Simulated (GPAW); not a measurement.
## Dielectric function and optical constants of BN

Aim: the dielectric function of BN, and the optical constants that follow from it. The cell comes from an older database entry, whose edges can differ from later determinations, mostly by under a per cent.

Program: GPAW 26.7.0. Level of theory: DFT, PBE, plane-wave PAW (GPAW data sets), scalar-relativistic, RPA, optical limit. Results are calculated unless marked as measured.

Report form: the programs' logs are mostly left out.

The database entry behind the starting cell has ideal inner coordinates that were not refined, so it need not match the best structure at ambient conditions.

**1. Starting point**

The structure is hexagonal, space group P6_3mc (No. 186). Conventional cell: a = 2.536 Å, b = 2.536 Å, c = 4.199 Å, α = 90.00°, β = 90.00°, γ = 120.00°. N has 4 B at 1.56 to 1.57 Å nearest. Nearest to B lie 4 N at 1.56 to 1.57 Å. Farther neighbours and most contacts between anions are not listed.

**2. Ground state**

First the ground state: is it a metal or has it a gap?

This step: DFT, PBE, plane-wave PAW (GPAW data sets), scalar-relativistic, ground state (GPAW 26.7.0).

Input file gs.py:

```python
from ase import Atoms
from ase.dft.bandgap import bandgap
from gpaw import GPAW, PW, FermiDirac

atoms = Atoms(['N', 'N', 'B', 'B'],
              cell=[[2.536000000000, 0.000000000000, 0.000000000000],
                    [-1.268000000000, 2.196240424000, 0.000000000000],
                    [0.000000000000, 0.000000000000, 4.199000000000]],
              scaled_positions=[[0.333333333300, 0.666666666700, 0.875000000000],
                                [0.666666666700, 0.333333333300, 0.375000000000],
                                [0.333333333300, 0.666666666700, 0.500000000000],
                                [0.666666666700, 0.333333333300, 0.000000000000]],
              pbc=[True, True, True])
atoms.calc = GPAW(mode=PW(500), xc='PBE', kpts={'size': (12, 12, 5), 'gamma': True},
                  occupations=FermiDirac(0.05), maxiter=150, txt='gs.txt')
print('energy (eV)', atoms.get_potential_energy())
print('Fermi level (eV)', atoms.calc.get_fermi_level())
print('valence electrons', atoms.calc.get_number_of_electrons())
print('gap (eV)', bandgap(atoms.calc, output=None)[0])
print('direct gap (eV)', bandgap(atoms.calc, direct=True, output=None)[0])
atoms.calc.write('gs.gpw')
```

On the command line:

```
$ OMP_NUM_THREADS=1 python gs.py
```

Wall time 9 s (1 thread of Intel Xeon Platinum 8559C (Emerald Rapids), shared host); peak memory 0.14 GiB.

Read-outs, printed or worked out from the files:

| Item | Value |
| --- | --- |
| energy | -33.69 eV |
| Fermi energy | 13.41 eV |
| gap on the k-mesh | 5.157 eV |
| direct gap on the mesh | 8.323 eV |
| electrons | 16 |

There is a gap, 5.16 eV on this mesh (points off the mesh can give less), so no carriers' term is needed.

**3. Bands for the response**

At the fixed density, many empty bands are solved on the mesh of the response, since the spectrum sums over them.

This step: DFT, PBE, plane-wave PAW (GPAW data sets), scalar-relativistic, bands at fixed density (GPAW 26.7.0).

Input file nscf.py:

```python
from ase.dft.bandgap import bandgap
from gpaw import GPAW, FermiDirac

calc = GPAW('gs.gpw').fixed_density(kpts={'size': (15, 15, 7), 'gamma': True}, nbands=28, convergence={'bands': 22},
                                    occupations=FermiDirac(0.001), txt='nscf.txt')
print('gap (eV)', bandgap(calc, output=None)[0])
print('direct gap (eV)', bandgap(calc, direct=True, output=None)[0])
print('top band over the Fermi level (eV)', min(calc.get_eigenvalues(kpt=k)[21] for k in range(len(calc.get_ibz_k_points()))) - calc.get_fermi_level())
calc.write('full.gpw', mode='all')
```

On the command line:

```
$ OMP_NUM_THREADS=1 python nscf.py
```

The job ended after 23 s (1 thread; peak memory 0.21 GiB).

Numbers from this step:

* direct gap on the mesh: 8.314 eV

**4. Dielectric function, RPA**

Local fields let the induced charge screen the field inside the cell, which as a rule lowers ε, most along directions where the density is uneven.

This step: DFT, PBE, plane-wave PAW (GPAW data sets), scalar-relativistic, RPA, optical limit (GPAW 26.7.0).

Input file df.py:

```python
from gpaw.response.df import DielectricFunction

df = DielectricFunction('full.gpw', frequencies={'type': 'nonlinear', 'domega0': 0.03, 'omega2': 8},
                        ecut=50,
                        eta=0.15,
                        nbands=22,
                        txt='df.txt')
for direction in ['x', 'z']:
    df.get_dielectric_function(xc='RPA', direction=direction, filename=f'df_{direction}.csv')
```

On the command line:

```
$ OMP_NUM_THREADS=1 python df.py
```

Wall time 4.9 s (1 thread); peak memory 0.21 GiB.

This step gave:

```
electronic dielectric constant ε∞, mean over x, y and z (by symmetry where fewer were run) : 4.513
main peak of Im epsilon, first axis                                                        : 11.61 eV
```

Some rows of df_x.csv (energy; Re and Im without local fields; Re and Im with them):

```text
0.000000, 4.622981, 0.000000, 4.451166, -0.000000
0.429336, 4.627234, 0.002978, 4.455107, 0.002760
0.878195, 4.640853, 0.006144, 4.467726, 0.005692
1.347938, 4.665411, 0.009576, 4.490476, 0.008870
1.840057, 4.702974, 0.013381, 4.525264, 0.012390
2.356191, 4.756304, 0.017706, 4.574633, 0.016387
2.898142, 4.829167, 0.022762, 4.642047, 0.021053
3.467895, 4.926839, 0.028868, 4.732344, 0.026676
4.067647, 5.056941, 0.036519, 4.852505, 0.033710
4.699832, 5.230939, 0.046544, 5.013007, 0.042903
5.367152, 5.467006, 0.060417, 5.230416, 0.055592
6.072622, 5.796021, 0.081045, 5.532827, 0.074410
6.819608, 6.276049, 0.115066, 5.972983, 0.105381
7.611886, 7.036149, 0.182341, 6.668331, 0.166748
8.453705, 8.476552, 0.458754, 7.980216, 0.431481
9.349861, 10.937207, 1.909757, 10.153308, 1.760950
10.305790, 13.586618, 8.935210, 12.672494, 7.552390
11.327680, 4.578682, 13.702221, 5.089095, 12.391842
12.422601, -0.582299, 10.466838, 0.158161, 9.915656
13.598673, -0.062558, 8.209023, 0.506212, 7.603336
```

Values under the direct gap are tails of Lorentzian lines. Im ε against photon energy; read off at these points:

```
photon energy (eV)    E ∥ x    E ∥ z
              0.00        0        0
              0.50  0.00322  0.00369
              1.00  0.00650  0.00746
              1.50  0.00993   0.0114
              2.00   0.0136   0.0157
              2.50   0.0176   0.0203
              3.00   0.0220   0.0256
              3.50   0.0270   0.0316
              4.00   0.0328   0.0388
              4.50   0.0398   0.0474
              5.00   0.0482   0.0582
              5.50   0.0586   0.0720
              6.00   0.0721   0.0906
              6.50   0.0902    0.117
              7.00    0.116    0.157
              7.50    0.155    0.225
              8.00    0.226    0.375
              8.50    0.473     1.13
              9.00     1.07     3.30
              9.50     2.15     5.44
             10.00     4.78     9.50
             10.50     9.76     10.9
             11.00     12.2     12.1
             11.10     12.3     12.4
             11.50     12.3     10.5
             11.63     12.4     9.57
             12.00     10.0     6.35
             12.50     9.62     7.92
             13.00     7.22     7.15
             13.50     7.19     8.62
             13.60     7.61     8.98
             13.77     7.86     8.46
```

Re ε against photon energy:

```
photon energy (eV)   E ∥ x  E ∥ z
               0.0    4.45   4.64
               0.5    4.46   4.64
               1.0    4.47   4.66
               1.5    4.50   4.69
               2.0    4.54   4.74
               2.5    4.59   4.80
               3.0    4.66   4.87
               3.5    4.74   4.97
               4.0    4.84   5.09
               4.5    4.96   5.23
               5.0    5.10   5.40
               5.5    5.28   5.62
               6.0    5.50   5.89
               6.5    5.77   6.23
               7.0    6.11   6.68
               7.5    6.55   7.30
               8.0    7.16   8.24
               8.5    8.07   9.87
               9.0    9.19   10.8
               9.5    10.6   11.9
              10.0    12.2   10.4
              10.5    12.5   5.78
              11.0    7.30   5.04
              11.5    4.02  0.727
              12.0    1.37  0.786
              12.5  -0.224   1.60
              13.0  -0.383  0.191
              13.5   0.629  0.877
```

Values under the direct gap are tails of Lorentzian lines. Im ε, E ∥ x against photon energy; read off at these points:

```
photon energy (eV)  without local fields  with local fields
              0.00                     0                  0
              0.50               0.00347            0.00322
              1.00               0.00702            0.00650
              1.50                0.0107            0.00993
              2.00                0.0147             0.0136
              2.50                0.0190             0.0176
              3.00                0.0238             0.0220
              3.50                0.0292             0.0270
              4.00                0.0356             0.0328
              4.50                0.0431             0.0398
              5.00                0.0523             0.0482
              5.50                0.0637             0.0586
              6.00                0.0785             0.0721
              6.50                0.0984             0.0902
              7.00                 0.126              0.116
              7.50                 0.169              0.155
              8.00                 0.247              0.226
              8.50                 0.503              0.473
              9.00                  1.14               1.07
              9.50                  2.34               2.15
             10.00                  5.45               4.78
             10.50                  11.3               9.76
             11.00                  13.8               12.2
             11.50                  13.5               12.3
             11.63                  13.4               12.4
             12.00                  10.8               10.0
             12.50                  10.1               9.62
             13.00                  7.58               7.22
             13.50                  7.76               7.19
```

The loss function −Im 1/ε at q → 0 has structure finer than the step of the table below, so its rows give means over 0.5 eV, whole bins alone (the curve runs from 0 to 14.0 eV). Peaks (eV: height): E ∥ x 13.34: 0.146; E ∥ z 12.02: 0.155, 13.08: 0.147.

Values under the direct gap are tails of Lorentzian lines. The loss function −Im 1/ε at q → 0 by energy loss; means over each step:

```
energy loss (eV)    E ∥ x    E ∥ z
             0.5   1.6e-4   1.7e-4
             1.0   3.3e-4   3.4e-4
             1.5   4.9e-4   5.2e-4
             2.0   6.6e-4   7.0e-4
             2.5   8.3e-4   8.8e-4
             3.0  0.00101  0.00108
             3.5  0.00120  0.00128
             4.0  0.00140  0.00150
             4.5  0.00162  0.00173
             5.0  0.00185  0.00199
             5.5  0.00210  0.00228
             6.0  0.00239  0.00262
             6.5  0.00272  0.00301
             7.0  0.00311  0.00352
             7.5  0.00362  0.00424
             8.0  0.00446  0.00564
             8.5  0.00722   0.0118
             9.0   0.0123   0.0252
             9.5   0.0181   0.0321
            10.0   0.0273   0.0462
            10.5   0.0405   0.0681
            11.0   0.0604   0.0739
            11.5   0.0737   0.0970
            12.0   0.0949    0.138
            12.5    0.106    0.121
            13.0    0.137    0.136
            13.5    0.137    0.119
```

The reflectivity at normal incidence by photon energy; read off at these points:

```
photon energy (eV)  E ∥ x (%)  E ∥ z (%)
              0.00       12.7       13.4
              0.50       12.8       13.4
              1.00       12.8       13.5
              1.50       12.9       13.6
              2.00       13.0       13.7
              2.50       13.2       13.9
              3.00       13.4       14.2
              3.50       13.7       14.5
              4.00       14.1       14.9
              4.50       14.5       15.3
              5.00       14.9       15.9
              5.50       15.5       16.5
              6.00       16.2       17.3
              6.50       17.0       18.3
              7.00       18.0       19.5
              7.50       19.2       21.1
              8.00       20.8       23.4
              8.50       23.0       26.9
              9.00       25.6       29.8
              9.50       28.7       33.1
             10.00       33.0       36.6
             10.50       38.3       37.7
             11.00       39.8       40.1
             11.18       40.0       41.8
             11.50       41.1       41.6
             11.71       42.6       40.9
             12.00       39.8       32.3
             12.50       42.0       34.7
             12.59       42.1       35.8
             13.00       38.0       36.0
             13.50       35.0       37.7
```

From ε follow the optical constants at some laser and lamp lines:

```
wavelength (nm)   n x    k x  R (%) x   1/α x   n z    k z  R (%) z   1/α z
           1550  2.11  0.001     12.8  101 µm  2.16  0.001     13.4   90 µm
           1064  2.12  0.002     12.8   47 µm  2.16  0.002     13.5   42 µm
            633  2.13  0.003     13.0   16 µm  2.18  0.004     13.7   14 µm
            532  2.14  0.004     13.2   11 µm  2.19  0.004     13.8  9.9 µm
            450  2.15  0.005     13.3  7.8 µm  2.20  0.005     14.0  6.9 µm
            365  2.17  0.006     13.7  4.9 µm  2.22  0.007     14.4  4.3 µm
            308  2.20  0.008     14.1  3.3 µm  2.26  0.009     14.9  2.8 µm
```

Below the direct gap, k and the depth come from the tails of the Lorentzian lines, not from transitions.

At 1064 nm the birefringence n(z) − n(x) is +0.044: the crystal is uniaxial positive at this level.

**5. Summary of results**

```yaml
electronic_dielectric_constant_eps_infinity_mean_over_x_y_and_z_by_symmetry_where_fewer_were_run_rpa: 4.51
main_peak_of_im_epsilon_first_axis: 11.6 eV
```

**Reading.** At this level (PBE, RPA) BN has a mean ε∞ = 4.51 and n = 2.11 at 1550 nm (E ∥ x), and Im ε peaks at 11.6 eV (E ∥ x). On the mesh the gap is 5.16 eV and the least direct gap 8.31 eV, so on this mesh the band edges lie at different points. Local fields change the static value along x from 4.62 to 4.45 (-4 %). Distinct maxima of Im ε, read by a parabola through the highest points, lie at 11.61 eV (12) and 13.75 eV (7.9) for E ∥ x. The static values by axis are 4.45 (x), 4.64 (z). At 1064 nm the birefringence n(z) − n(x) is +0.044: the crystal is uniaxial positive at this level. Excitons and phonon-assisted transitions are missing; PBE gaps are as a rule too small, which pulls the onset down and ε∞ up. The sum runs over mesh points, so small or evenly spaced maxima can still be ripples of the mesh.

[Machine, clock and banner lines and Python warnings are left out of the logs.]

[Logs are printed without paths, hosts, clocks, repeated set-up lines and the standing remarks that a program may print on its own settings, such as how far it seeks lower states.]

[Hosts, paths, dates, database ids (printed as entryN), source tags and the programs' standing remarks are cut or masked in the printed files.]
